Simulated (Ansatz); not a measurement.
# Does disorder add resistance in series? Re(0001) layers displaced at 180 K

Two lengths of the disordered region are known. What area resistance does the third give?

**Method.** Ansatz 0.2.0, plane waves with PAW datasets at their recommended cutoffs (420 eV for most), Fermi-Dirac smearing; ballistic transmission by layer matching. The area resistance is RA = A (h/2e²)(1/T − 1/N), with T the zone-mean transmission per spin and N the lead's channels, both averaged over a few energies near the Fermi level; for magnets each spin is taken apart, with h/e², and the two conduct in parallel. Lateral cell 2x2, PBE, a fresh random draw for each length. Atoms are displaced independently, by 0.0296 Å r.m.s. per direction; each RA is scaled by the nominal over the drawn mean square displacement.

Results; the value marked ? is to be predicted:

| length (Å) | channels N | RA (fΩ m²) |
| --- | --- | --- |
| 4.46 | 5.280 | 0.0282 |
| 13.4 | 5.280 | 0.0744 |
| 22.3 | 5.260 | ? |

**Fit on the rows shown.**

Ohm's law makes RA linear in the length: the slope is (0.0744 − 0.0282)/(13.4 − 4.46) = 5.18×10⁻³ fΩ m² per Å, or 5.2 µΩ cm. Then 0.0744 + 5.18×10⁻³ × 8.92. Predicted: 0.121 fΩ m².

What the run gave:

0.142 fΩ m², so the prediction is 15 % too low. The three lengths together give 6.4 µΩ cm. Single draws scatter; these runs don't part the causes of the miss, and leave the question open.

Caveats: The scatterers repeat sideways with the small cell. The slope is a raw one; a model of isotropic scattering puts it 1.14 times the bulk value over these lengths. Spin-orbit coupling is left out, which matters for Re.
